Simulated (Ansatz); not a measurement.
# Quasi-harmonic thermodynamics of TiC (Fm-3m), part 2 of 2

How much does TiC expand with temperature?

Experimental results on record:
- heat capacity C_P per formula unit 33.9 J/mol/K near room temperature (given in “High-Throughput Prediction of Finite-Temperature Properties using the Quasi-Harmonic Approximation”, 2016, arXiv:1603.06924)

Ansatz 0.2.0; DFT LDA, scalar-relativistic, plane waves, PAW.

So far. Step 2 (A first coarse run): The start is under -11 GPa at this level and looks like a metal on this mesh. Step 5 (Relaxing to small residual forces and stress): The residual pressure is -0.0087 GPa, small enough for phonons. The relaxed cell has a = 4.261 Å (conventional setting).

The database entry behind the starting cell differs from later determinations by our own check (0.1 to 0.3 % short, probably kX units), so it need not match the best structure at ambient conditions.

### Step 6. The quasi-harmonic study

Thermal expansion follows from how the free energy of the vibrations (and of the electrons in a metal) changes with strain, so the program makes strained cells, their phonons and a fit in one run.

Input file input.yaml:

```yaml
crystal:
  lattice:
    - [0.0, 2.1304114061, 2.1304114061]
    - [2.1304114061, 0.0, 2.1304114061]
    - [2.1304114061, 2.1304114061, 0.0]
  atoms:
    - { symbol: Ti, position: [0.0, 0.0, 0.0] }
    - { symbol: C, position: [0.5, 0.5, 0.5] }
kpoints:
  mp_grid: { grid: [16, 16, 16] }
hamiltonian:
  xc: lda
scf:
  occupations: { method: methfessel_paxton, width: 0.2 }
output:
  eigenvalues: true
phonons:
  method: dfpt
  qmesh: [2, 2, 2]
  temperatures: { t_max: 1200.0, t_step: 50 }
  thermal_expansion: {}
```

On the command line:

```console
$ ansatz run input.yaml --threads 8 --pin off --max-ram 16384MiB --backend cpu --events-out ev --progress --plain --runs-dir out
```

Numbers of over 12 decimals in the logs are rounded to 6 here.

Log:

```text
[...]
Crystal: 2 atoms, lattice volume = 19.338 Å³
Basis set: ecut = 487.2 eV, 459 PW (Γ), exchange–correlation on 48×48×48 points (8 copies of the dense FFT grid, shifted against one another)
Bands: 12, of which v1, the nominal top of the filled ones, is band 8 counted from 1 (7 counted from 0)
Symmetry: 48 space group operations
[...]
k-points: 145 of 4096
[...]
SCF iter   1: F=—  HF=-2695.185263 eV  |F-HF|=—  |Δ(HF+E_count)|=         —  Δρ=1.03e-2  dr2=2.38e-2  ethr=1.77e-3  ⟨swp⟩=4.4  Hψ=8721  notcnv=0
[...]
SCF iter   7: F=-2695.180279 eV  HF=-2695.180279 eV  |F-HF|=1.82e-12  |Δ(HF+E_count)|=  3.14e-11  S|Δr|=    0.00e0  Δρ=7.77e-8  dr2=1.16e-12  ethr=1.00e-12  ⟨swp⟩=5.2  Hψ=6346  notcnv=0
the search or the solves at the SCF's close seem to have found levels that the self-consistency loop had missed (the run counts 1). By its estimate they hold under 1e-12 electrons; where the run keeps them, the occupations were computed again with them
SCF 1 converged in 7 iterations: F = -2695.180279 eV  dr2 = 1.16e-12
[...]
relax step   1: F+E_penalty+E_count = -2695.18027921 eV  Δ(F+E_penalty+E_count) = +0.000e0 eV  max|allowed force component| = 2.564e-30 eV/Å  Δτ_max = 0.0000 Å  (7 SCF iters, accepted)
SCF converged after 7 iterations
[...]
Free energy (F): -2695.180279 eV
[...]
Internal energy: -2695.179971 eV  (E = F + TS)
E sigma→0 (E₀):  -2695.180202 eV
Entropy (-TS):   -0.000308 eV (-0.154 meV/atom)
Fermi energy:    15.225973 eV
[...]
--- Stress (GPa, compression-positive) ---
       -0.005223       0.000000       0.000000
        0.000000      -0.005223      -0.000000
       -0.000000       0.000000      -0.005223
  P = ⅓ Tr σ = -0.0052 GPa (-0.052 kbar)
--- Band table (eV; the first three rows and the last of 145) ---
  k-point 0: bands = [... 4 lower, 2.7892, 15.8917, 15.8917, 15.8917, 16.9884, 16.9884, 16.9884, 17.0683]
  k-point 1: bands = [... 4 lower, 2.8845, 15.4434, 15.7026, 15.7026, 16.2931, 16.2931, 17.2380, 18.0915]
  k-point 2: bands = [... 4 lower, 3.1641, 14.5527, 14.9214, 14.9214, 16.3550, 16.3550, 17.5954, 19.2154]
  k-point 144: bands = [... 4 lower, 5.7879, 12.0304, 12.0304, 12.4275, 18.1695, 18.1695, 18.9730, 20.8158]
── thermal expansion: 3 new cells, 3 in all ──
thermal expansion: relaxation of cell 2
thermal expansion: relaxation of cell 3
── thermal expansion: 2 new cells, 5 in all ──
thermal expansion: relaxation of cell 4
thermal expansion: lower-state search of cell 4
thermal expansion: electrons of cell 4
thermal expansion: phonons of cell 4
thermal expansion: relaxation of cell 5
thermal expansion: electrons of cell 1
thermal expansion: electrons of cell 2
thermal expansion: electrons of cell 3
thermal expansion: electrons of cell 5
thermal expansion: phonons of cell 5
── thermal expansion: 5 new cells, 10 in all ──
thermal expansion: relaxation of cell 6
thermal expansion: relaxation of cell 7
thermal expansion: relaxation of cell 8
thermal expansion: relaxation of cell 9
thermal expansion: relaxation of cell 10
thermal expansion: electrons of cell 6
thermal expansion: electrons of cell 7
thermal expansion: electrons of cell 8
thermal expansion: electrons of cell 9
thermal expansion: electrons of cell 10
thermal expansion: phonons of cell 6
thermal expansion: phonons of cell 7
--- Relaxed structure (1 steps of the walk, 1 accepted, 0 SCFs on fresh bases) ---
  F+E_penalty+E_count = -2695.18027921 eV   max|allowed force component| = 2.564e-30 eV/Å
  atoms:
    - { symbol: Ti, position: [0.0, 0.0, 0.0] }
    - { symbol: C, position: [0.5, 0.5, 0.5] }
--- Thermal expansion: 10 cells in 3 rounds, 0 GPa ---
  no lower state was reached at cell 4; its state was not examined: fill_not_monotonic
  without vibrations: a 3.01283, b 3.01283, c 3.01283 Å, V 19.3379 Å³, B 282.07 GPa
  at 0 K: a 3.02046, b 3.02046, c 3.02046 Å, V 19.4852 Å³, B 276.03 GPa
  zero-point expansion: a +0.253, b +0.253, c +0.253, V +0.761 %
      T/K        a/Å        b/Å        c/Å       V/Å³ | expansion of a, b, c, V (1e-6/K)   | that of V in the mean from 25 °C | C_P, C_V (J/mol K of the cell) | B_T, B_S (GPa)
     0.00    3.02046    3.02046    3.02046    19.4852 |    0.00    0.00    0.00    0.00 |    7.64 |     0.000     0.000 |   276.03   276.03
   150.00    3.02083    3.02083    3.02083    19.4924 |    2.60    2.60    2.60    7.81 |   12.86 |    15.408    15.379 |   275.11   275.63
   298.15    3.02276    3.02276    3.02276    19.5296 |    5.60    5.60    5.60   16.81 |       - |    34.111    33.842 |   271.65   273.81
   400.00    3.02465    3.02465    3.02465    19.5665 |    6.63    6.63    6.63   19.90 |   18.51 |    40.414    39.912 |   268.71   272.09
   550.00    3.02788    3.02788    3.02788    19.6291 |    7.48    7.48    7.48   22.44 |   20.21 |    45.288    44.423 |   264.09   269.23
   700.00    3.03140    3.03140    3.03140    19.6977 |    8.00    8.00    8.00   23.99 |   21.41 |    47.917    46.678 |   259.27   266.15
   850.00    3.03513    3.03513    3.03513    19.7705 |    8.38    8.38    8.38   25.14 |   22.34 |    49.610    47.983 |   254.29   262.91
  1000.00    3.03902    3.03902    3.03902    19.8467 |    8.71    8.71    8.71   26.13 |   23.13 |    50.870    48.836 |   249.18   259.56
  1150.00    3.04307    3.04307    3.04307    19.9260 |    9.02    9.02    9.02   27.06 |   23.83 |    51.921    49.455 |   243.93   256.09
  1200.00    3.04445    3.04445    3.04445    19.9532 |    9.12    9.12    9.12   27.37 |   24.05 |    52.245    49.630 |   242.16   254.92
  the static fit leaves 0.001 meV an atom of the energies and, of the stresses, 0.000 GPa of each cell's largest along a strain (root mean squares over the cells), whose Pulay part it has at -0.038 GPa
  vibrations' free energy: its fit passes through its cells
  the electrons' free energy at temperature is in it; its fit leaves 0.0003 meV an atom at the most
  free energies summed between the sampled wave vectors
  estimated error of the fitted expansion in any direction: up to 0.016e-6/K, at 1200 K, with few degrees of freedom (an estimate, not a bound: it was exceeded on models of known expansion)
  by sums over the sampled wave vectors an expansion of the volume parts by up to 1.00e-6/K
  by a static energy of one degree less an expansion of the volume parts by up to 0.02e-6/K
```

It took 2.3 min on 8 threads of Arm Neoverse V1, shared host; peak memory 1.1 GiB.

This step gave:

- pressure: -0.005223 GPa
- volume expansion coefficient at 298 K: 16.81 1e-6/K
- C_P at 298 K: 17.05 J/mol-atom/K
- entropy at 298 K: 11.85 J/mol-atom/K
- isothermal bulk modulus at 298 K: 271.6 GPa
- Grüneisen parameter at 298 K: 1.587
- volume at 298 K: 9.765 Å³/atom
- principal linear expansion coefficients at 298 K: 5.604, 5.604, 5.604 1e-6/K

Strained cells of the study; zero-point energy where phonons were solved; the pressures are stresses at a fixed cutoff and can carry an offset from the finite basis. Expansion cells, by row:

```csv
cell,|a| (Å),|b| (Å),|c| (Å),V (Å³/atom),E - E_lowest (meV/atom),"pressure, compression positive (GPa)",gap (eV),zero-point energy (meV/atom)
1,3.013,3.013,3.013,9.669,0,-0.044,-,-
2,3.037,3.037,3.037,9.903,4.794,-6.47,-,-
3,2.989,2.989,2.989,9.441,4.933,7.026,-,-
4,3.013,3.013,3.013,9.671,0.001,-0.092,-,85.86
5,3.028,3.028,3.028,9.817,1.935,-4.184,-,83.94
6,3.041,3.041,3.041,9.944,6.587,-7.525,-,82.29
7,3.055,3.055,3.055,10.08,14.62,-10.93,-,80.51
8,2.983,2.983,2.983,9.386,7.675,8.859,-,-
9,2.998,2.998,2.998,9.527,1.876,4.252,-,-
10,3.077,3.077,3.077,10.3,32.34,-15.69,-,-
```

Quasi-harmonic; a, b, c are the run's own cell vectors. Expansion, by row:

```csv
T (K),a (Å),b (Å),c (Å),alpha (deg),beta (deg),gamma (deg),cell volume (Å³/cell),alpha_a (1e-6/K),alpha_b (1e-6/K),alpha_c (1e-6/K),alpha_V (1e-6/K),C_P (J/mol-atom/K),C_V (J/mol-atom/K),S (J/mol-atom/K),B_T (GPa),B_S (GPa),Grueneisen,extrapolation,fit error (1e-6/K)
0,3.02,3.02,3.02,60,60,60,19.49,0,0,0,0,0,0,0,276,276,-,0,0
50,3.02,3.02,3.02,60,60,60,19.49,0.12,0.12,0.12,0.36,0.36,0.36,0.101,276,276,1.625,0,0
100,3.021,3.021,3.021,60,60,60,19.49,1.18,1.18,1.18,3.53,3.409,3.407,1.131,275.8,275.9,1.675,0,0
150,3.021,3.021,3.021,60,60,60,19.49,2.6,2.6,2.6,7.81,7.704,7.689,3.32,275.1,275.6,1.639,0,0
200,3.021,3.021,3.021,60,60,60,19.5,3.87,3.87,3.87,11.62,11.64,11.6,6.093,274.1,275.1,1.612,0,0
250,3.022,3.022,3.022,60,60,60,19.51,4.87,4.87,4.87,14.62,14.78,14.69,9.044,272.9,274.5,1.596,0,0
298.1,3.023,3.023,3.023,60,60,60,19.53,5.6,5.6,5.6,16.81,17.05,16.92,11.85,271.6,273.8,1.587,0,0
300,3.023,3.023,3.023,60,60,60,19.53,5.63,5.63,5.63,16.88,17.13,16.99,11.96,271.6,273.8,1.587,0,0
350,3.024,3.024,3.024,60,60,60,19.55,6.2,6.2,6.2,18.59,18.89,18.69,14.73,270.2,273,1.581,0,0
400,3.025,3.025,3.025,60,60,60,19.57,6.63,6.63,6.63,19.9,20.21,19.96,17.35,268.7,272.1,1.578,0,0
450,3.026,3.026,3.026,60,60,60,19.59,6.97,6.97,6.97,20.92,21.22,20.91,19.79,267.2,271.2,1.577,0,0.01
500,3.027,3.027,3.027,60,60,60,19.61,7.25,7.25,7.25,21.75,22.01,21.64,22.07,265.7,270.2,1.577,0,0.01
550,3.028,3.028,3.028,60,60,60,19.63,7.48,7.48,7.48,22.44,22.64,22.21,24.2,264.1,269.2,1.577,0,0.01
600,3.029,3.029,3.029,60,60,60,19.65,7.67,7.67,7.67,23.02,23.16,22.67,26.19,262.5,268.2,1.578,0,0.01
650,3.03,3.03,3.03,60,60,60,19.67,7.84,7.84,7.84,23.53,23.59,23.04,28.06,260.9,267.2,1.579,0,0.01
700,3.031,3.031,3.031,60,60,60,19.7,8,8,8,23.99,23.96,23.34,29.82,259.3,266.1,1.581,0,0.01
750,3.033,3.033,3.033,60,60,60,19.72,8.13,8.13,8.13,24.4,24.28,23.59,31.49,257.6,265.1,1.582,0,0.01
800,3.034,3.034,3.034,60,60,60,19.75,8.26,8.26,8.26,24.79,24.55,23.81,33.06,256,264,1.584,0,0.01
850,3.035,3.035,3.035,60,60,60,19.77,8.38,8.38,8.38,25.14,24.8,23.99,34.56,254.3,262.9,1.587,0,0
900,3.036,3.036,3.036,60,60,60,19.8,8.5,8.5,8.5,25.49,25.03,24.15,35.98,252.6,261.8,1.589,0,0
950,3.038,3.038,3.038,60,60,60,19.82,8.61,8.61,8.61,25.82,25.24,24.29,37.34,250.9,260.7,1.591,0,0.01
1000,3.039,3.039,3.039,60,60,60,19.85,8.71,8.71,8.71,26.13,25.43,24.42,38.64,249.2,259.6,1.594,0,0.01
1050,3.04,3.04,3.04,60,60,60,19.87,8.82,8.82,8.82,26.45,25.62,24.53,39.89,247.4,258.4,1.596,0,0.01
1100,3.042,3.042,3.042,60,60,60,19.9,8.92,8.92,8.92,26.76,25.79,24.63,41.08,245.7,257.3,1.599,0,0.01
1150,3.043,3.043,3.043,60,60,60,19.93,9.02,9.02,9.02,27.06,25.96,24.73,42.23,243.9,256.1,1.602,0,0.01
1200,3.044,3.044,3.044,60,60,60,19.95,9.12,9.12,9.12,27.37,26.12,24.82,43.34,242.2,254.9,1.605,0,0.02
```

Expansion coefficient against temperature; values in 1e-6/K:

```csv
temperature (K),volume,principal 1
0,0,0
50,0.36,0.12
100,3.53,1.18
150,7.81,2.6
200,11.6,3.87
250,14.6,4.87
298,16.8,5.6
300,16.9,5.63
350,18.6,6.2
400,19.9,6.63
450,20.9,6.97
500,21.8,7.25
550,22.4,7.48
600,23.0,7.67
650,23.5,7.84
700,24.0,8
750,24.4,8.13
800,24.8,8.26
850,25.1,8.38
900,25.5,8.5
950,25.8,8.61
1000,26.1,8.71
1050,26.4,8.82
1100,26.8,8.92
1150,27.1,9.02
1200,27.4,9.12
```

At 298 K the volume expansion is 16.8 × 10⁻⁶/K and B_T is 272 GPa. The q-mesh is coarse, so this is a first estimate. The program raised the cutoff to 487.2 eV by itself: with no cutoff typed, the study takes about 1.16 times the default for its relaxations and scales it with the volume for the phonons.

### Step 7. Summary of results

| Quantity | Value |
| --- | --- |
| settings of these figures | LDA, 487.2 eV, k 16×16×16, q 2×2×2 |
| volume expansion coefficient at 298 K | 16.81 1e-6/K |
| C_P at 298 K | 17.05 J/mol-atom/K |
| entropy at 298 K | 11.85 J/mol-atom/K |
| isothermal bulk modulus at 298 K | 271.6 GPa |
| Grüneisen parameter at 298 K | 1.587 |
| volume at 298 K | 9.765 Å³/atom |
| principal linear expansion coefficients at 298 K | 5.604, 5.604, 5.604 1e-6/K |

In words: Near room temperature TiC expands by 16.8 × 10⁻⁶/K in volume by LDA, with C_P = 17.1 J/(mol K) per mole of atoms and B_T = 272 GPa. The q-mesh is coarse, and the expansion can converge slowly with it. C_P at room temperature is 68 % of the classical 3R an atom, so the stiffest modes are still partly frozen out. In this metal the study includes the electrons' free energy, which adds a term that grows with temperature, so the heat capacities need not level off at 3R. A measured heat capacity per formula unit near room temperature is 33.9 J/mol/K (arXiv:1603.06924); the calculated 34.1 J/mol/K differs by +1 %. The PAW files were made for PBE and are used here under another functional, for which the program regenerates the frozen cores.

[Logs are printed without paths, hosts, clocks, repeated set-up lines and the standing remarks that a program may print on its own settings, such as how far it seeks lower states.]

[Hosts, paths, dates, database ids (printed as entryN), source tags and the programs' standing remarks are cut or masked in the printed files.]

[A step with changed settings may run another functional than the one named; its input shows which.]
